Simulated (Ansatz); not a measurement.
# BeAgH3 (built on the sites of a database entry of NaBeH3): phonons and vibrational spectra

Aim: the phonons of BeAgH3 (built on the sites of a database entry of NaBeH3) at a cell relaxed beforehand at this level. After the zone centre comes a 4×4×4 q mesh on a 12×12×12 k mesh.

Main program and level: Ansatz 0.2.0; DFT PBEsol, scalar-relativistic, plane waves, PAW.

The structure was built from a prototype and need not be the compound's stable phase.

### 1. The starting structure

It takes space group Pm-3m (No. 221, cubic). Conventional cell: a = 3.346 Å, b = 3.346 Å, c = 3.346 Å, α = 90.00°, β = 90.00°, γ = 90.00°. Ag has 12 H at 2.37 Å nearest. Nearest to Be lie 6 H at 1.67 Å. Nearest to H lie 2 Be at 1.67 Å. Farther neighbours are not listed.

### 2. Modes at Γ

The cell comes from relaxations at this level that are not shown. The zone centre comes first: it holds the modes that light can see, as far as symmetry allows. No field response is asked, since the mesh shows no gap.

File input.yaml:

```yaml
crystal:
  lattice:
    - [3.3462488596, 0.0, 0.0]
    - [0.0, 3.3462488596, 0.0]
    - [0.0, 0.0, 3.3462488596]
  atoms:
    - { symbol: Ag, position: [0.5, 0.5, 0.5] }
    - { symbol: Be, position: [0.0, 0.0, 0.0] }
    - { symbol: H, position: [0.0, 0.0, 0.5] }
    - { symbol: H, position: [0.5, 0.0, 0.0] }
    - { symbol: H, position: [0.0, 0.5, 0.0] }
kpoints:
  mp_grid: { grid: [12, 12, 12] }
hamiltonian:
  xc: pbesol
scf:
  occupations: { method: methfessel_paxton, width: 0.2 }
output:
  eigenvalues: true
phonons:
  method: dfpt
```

Command:

```console
$ ansatz run input.yaml --threads 4 --pin off --max-ram 14336MiB --backend cpu --events-out ev --progress --plain --runs-dir out
```

Numbers of over 12 decimals in the logs are rounded to 6 here.

The log of the run:

```text
zone centre: on kpoints.mp_grid the ground state, and the responses unless they are solved on pairs of k-points, stand on 343 of the mesh's 1728 k-points, reduced under 8 symmetry operations, with k and −k counted as one. Each operation leaves every solved displacement unchanged or reverses it
Engine: ansatz 0.2.0, x86_64-unknown-linux-gnu
Pseudopotentials: kind: paw
Pseudopotential: Ag, paw, valence charge 19, recommended cutoff 420 eV (normal), Ag.paw.azcp
Pseudopotential: Be, paw, valence charge 2, recommended cutoff 420 eV (normal), Be.paw.azcp
Pseudopotential: H, paw, valence charge 1, recommended cutoff 420 eV (normal), H.paw.azcp
Functional definition: PBEsol
  exchange = pbesol_x
  correlation = pbesol_c
Crystal: 5 atoms, lattice volume = 37.469 Å³
Basis set: ecut = 420 eV, 739 PW (Γ), exchange–correlation on 48×48×48 points (8 copies of the dense FFT grid, shifted against one another)
Bands: 17, of which v1, the nominal top of the filled ones, is band 12 counted from 1 (11 counted from 0)
Symmetry: 48 space group operations
k-points: 343 of 1728 (irreducible under 8 space group operations)
Non-local potential: Ag, projectors of the file, l = 0: 3, l = 1: 2, l = 2: 2, l = 3: 1
Non-local potential: Be, projectors of the file, l = 0: 2, l = 1: 2, l = 2: 1
Non-local potential: H, projectors of the file, l = 0: 2, l = 1: 1
PAW form: soft (Blöchl's): semilocal exchange-correlation on the pseudo side does not see the compensation charge
PAW frozen core: Ag, regenerated for the run's functional, and the local potential with it (the file was generated under x = pbe(κ = 0.804, μ = 0.219515), c = pbe(β = 0.066725))
PAW frozen core: Be, regenerated for the run's functional, and the local potential with it (the file was generated under x = pbe(κ = 0.804, μ = 0.219515), c = pbe(β = 0.066725))
PAW one-centre angular grid: Ag, 590 points (default); XC on 64 Gauss nodes
PAW one-centre angular grid: Be, 110 points (default); XC on 64 Gauss nodes
PAW one-centre angular grid: H, 110 points (default); XC on 64 Gauss nodes
Initial density: superposition of atomic densities (neutral atoms: chi_scale 0, normalization atom), corrected by the library's trained network
Initial wavefunctions: pseudopotential atomic-orbital guess
Functional: x = pbesol(κ = 0.804, μ = 0.123457), c = pbesol(β = 0.046)
SCF iter   1: F=—  HF=-7657.191468 eV  |F-HF|=—  |Δ(HF+E_count)|=         —  Δρ=2.37e-3  dr2=9.89e-4  ethr=1.77e-3  ⟨swp⟩=5.0  Hψ=29143  notcnv=0
preconditioner: auto → none  [metal: Δε(μ)=0.041 eV  Ē_g=10.222 eV  σ=0.200 eV  W_gap=0.17  n_scr=6 (ndim 8)  ℏωp=24.3 eV  f_vac=0.000  D(μ)=0.16/eV (n_scr^D=0)  sad-step TF]
SCF iter   2: F=—  HF=-7657.191287 eV  |F-HF|=—  |Δ(HF+E_count)|=   1.81e-4  S|Δr|=    0.00e0  Δρ=9.48e-4  dr2=1.27e-4  ethr=4.12e-6  ⟨swp⟩=2.2  Hψ=11707  notcnv=0
SCF iter   3: F=—  HF=-7657.191334 eV  |F-HF|=—  |Δ(HF+E_count)|=   4.73e-5  S|Δr|=    0.00e0  Δρ=3.72e-4  dr2=2.65e-5  ethr=5.31e-7  ⟨swp⟩=2.4  Hψ=8283  notcnv=0
SCF iter   4: F=—  HF=-7657.191335 eV  |F-HF|=—  |Δ(HF+E_count)|=   8.39e-7  S|Δr|=    0.00e0  Δρ=7.39e-5  dr2=1.79e-6  ethr=1.11e-7  ⟨swp⟩=2.9  Hψ=9669  notcnv=0
SCF iter   5: F=—  HF=-7657.191347 eV  |F-HF|=—  |Δ(HF+E_count)|=   1.23e-5  S|Δr|=    0.00e0  Δρ=1.62e-5  dr2=4.65e-8  ethr=7.46e-9  ⟨swp⟩=2.3  Hψ=8053  notcnv=0
SCF iter   6: F=—  HF=-7657.191347 eV  |F-HF|=—  |Δ(HF+E_count)|=   3.89e-8  S|Δr|=    0.00e0  Δρ=1.20e-6  dr2=4.61e-10  ethr=1.94e-10  ⟨swp⟩=2.0  Hψ=9573  notcnv=0
SCF iter   7: F=-7657.191347 eV  HF=-7657.191347 eV  |F-HF|=0.00e0  |Δ(HF+E_count)|=  1.82e-11  S|Δr|=    0.00e0  Δρ=8.03e-8  dr2=1.10e-12  ethr=1.00e-12  ⟨swp⟩=5.0  Hψ=26719  notcnv=0
SCF 1 converged in 7 iterations: F = -7657.191347 eV  dr2 = 1.10e-12
  greatest PAW one-centre occupation: 1.001 electrons in one spin orbital (limit 2), on the Ag atom at site 0 (counted from 0), in its partial waves of l = 0
DFPT response loops at Γ: preconditioner auto → Kerker (q_TF=auto, 2.533 Å⁻¹) (partly filled bands, converged f_vac=0.000); β = 1.00, the filter's whole step (`scf.mixing.beta` (0.50) is not read by the response loops under this deck's `scf.mixing.preconditioner`; to damp them name `kerker` or `kerker_dos`, under which they read `scf.mixing.beta`, and type it under 1.00, their step now; both keys bind the ground state too); Broyden in place of MSR1
SCF converged after 7 iterations
Stability not checked: this state was not tested for a lower state beside it, because cold or Methfessel-Paxton smearing, or corrected tetrahedra, fill the levels in a way that the test cannot read (fill_not_monotonic; see scf.lower_state_search)
Free energy (F): -7657.191347 eV
Harris-Foulkes:  -7657.191347 eV  (|F-HF|=0.00e0)
Internal energy: -7657.191453 eV  (E = F + TS)
E sigma→0 (E₀):  -7657.191374 eV
Entropy (-TS):   0.000106 eV (0.021 meV/atom)
Fermi energy:    10.662913 eV
Step filling:    the computed levels leave a gap of 0.0000 eV = 0.0 smearing widths at the electron count; against every level under it full and every level over it empty, smearing changes F+E_penalty+E_count by +3.42e-5 meV and its σ→0 estimate by -0.027 meV
--- Per-component energies (eV) ---
  E_band       = -343.795883
  E_kinetic    = 587.779708
  E_local      = -3050.153992  (includes V_loc(G=0)·N_el)
  E_nonlocal   = 94.152383
  E_hartree    = 1364.857711
  E_xc         = -227.923671
  E_vxc        = -287.285342  (∫ρ·V_xc dr)
  E_paw        = -3895.667472  (= ΣΔE_a)
  E_vpaw       = -418.000983  (= ΣTr[D̂ρ^β])
  E_aug_tail   = -0.003035  (compensation charges beyond the density's cutoff)
  E_ewald      = -2530.565356
  E_core_change = 0.332270  (= ΣΔE_core)
  E_smearing   = 0.000106  (= −TS)
  E_closure    = -0.000000  (closes the sum)
  Σ components = -7657.191347   (vs F -7657.191347, Δ=0.00e0)
--- Band table (eV; the first three rows and the last of 343) ---
  k-point 0: bands = [... 8 lower, 6.2790, 6.2790, 10.8339, 10.8339, 12.2903, 12.2903, 12.2903, 16.3502, ... 1 higher]
  k-point 1: bands = [... 8 lower, 6.2330, 6.2821, 9.9615, 10.7631, 12.4217, 12.4217, 13.1017, 16.6009, ... 1 higher]
  k-point 2: bands = [... 8 lower, 6.1132, 6.2909, 8.7645, 10.5657, 12.7958, 12.7958, 14.0335, 17.4538, ... 1 higher]
  k-point 342: bands = [... 8 lower, 6.6953, 9.0321, 9.0321, 9.0321, 10.4517, 12.2280, 12.2280, 12.2280, ... 1 higher]
--- Phonons (Γ-DFPT): 4 representative perturbations + reference, on 343 of 1728 k-points (Σ response iterations 13) ---
  k mesh reduced under 8 symmetry operations, with k and −k counted as one. Each operation leaves every solved displacement unchanged or reverses it
  ASR residual: 4.043e-5 → 0.000e0 eV/Å²; symmetrization residual: 9.456e-7 eV/Å²
  ASR residual per site (eV/Å²): 2.32e-5 4.04e-5 3.26e-6 3.26e-6 3.26e-6
  Γ frequencies (cm⁻¹): -467.18 -467.18 -467.18 0.00 0.00 0.00 66.33 66.33 66.33 683.31 683.31 683.31 1058.29 1058.29 1058.29
  non-analytic LO–TO correction: not included (Born effective charges unavailable; polar crystals: no LO–TO splitting at Γ)
```

Elapsed: 20 s, on 4 threads of Intel Xeon Platinum 8259CL at 2.50GHz (Skylake/Cascade Lake), shared host; peak memory 0.92 GiB; 72 s of CPU time.

This step gave:

```
volume per atom                                         : 7.494 Å³
gap on the k-mesh                                       : 0 eV
sum-rule residual before enforcement                    : 4.04e-5 eV/Å²
point group                                             : m-3m
highest optical mode at the zone centre (no LO-TO term) : 1058 cm⁻¹
lowest optical zone-centre mode                         : -467.2 cm⁻¹
```

Patterns of degenerate modes are one choice out of their space. Modes at Γ, with each element's share of the kinetic energy (negative means imaginary):

```
mode  frequency (cm⁻¹)  symmetry  Ag %  Be %  H %
   1            -467.2       T1u     2     0   98
   2            -467.2       T1u     2     0   98
   3            -467.2       T1u     2     0   98
   4               0.0  acoustic    90     8    3
   5               0.0  acoustic    90     8    3
   6               0.0  acoustic    90     8    3
   7              66.3       T1u     8    92    0
   8              66.3       T1u     8    92    0
   9              66.3       T1u     8    92    0
  10             683.3       T2u     0     0  100
  11             683.3       T2u     0     0  100
  12             683.3       T2u     0     0  100
  13            1058.3       T1u     0     0  100
  14            1058.3       T1u     0     0  100
  15            1058.3       T1u     0     0  100
```

Displacements in mode 2 (-467.2 cm⁻¹), the largest set to 1:
```
Ag1  0.00  0.00 -0.02
Be2  0.00  0.00 -0.02
H3   0.05 -0.15  1.00
H4   0.08 -0.15  0.58
H5   0.05 -0.25  0.58
```

Displacements in mode 13 (1058.3 cm⁻¹), the largest set to 1:
```
Ag1  0.00  0.00  0.00
Be2  0.00  0.01  0.02
H3   0.00 -0.23  1.00
H4   0.00 -0.23 -0.85
H5   0.00  0.28 -0.85
```

Before it was imposed, the acoustic sum rule was missed by 4.0e-5 eV/Å². Small misses are needed for a sound result but don't prove that mesh and cutoff are converged. The lowest optical mode is imaginary, 467.2i cm⁻¹, so the energy falls along it.

(Part 1 of 3 ends here.)

[Logs are printed without paths, hosts, clocks, repeated set-up lines and the standing remarks that a program may print on its own settings, such as how far it seeks lower states.]

[Hosts, paths, dates, database ids (printed as entryN), source tags and the programs' standing remarks are cut or masked in the printed files.]
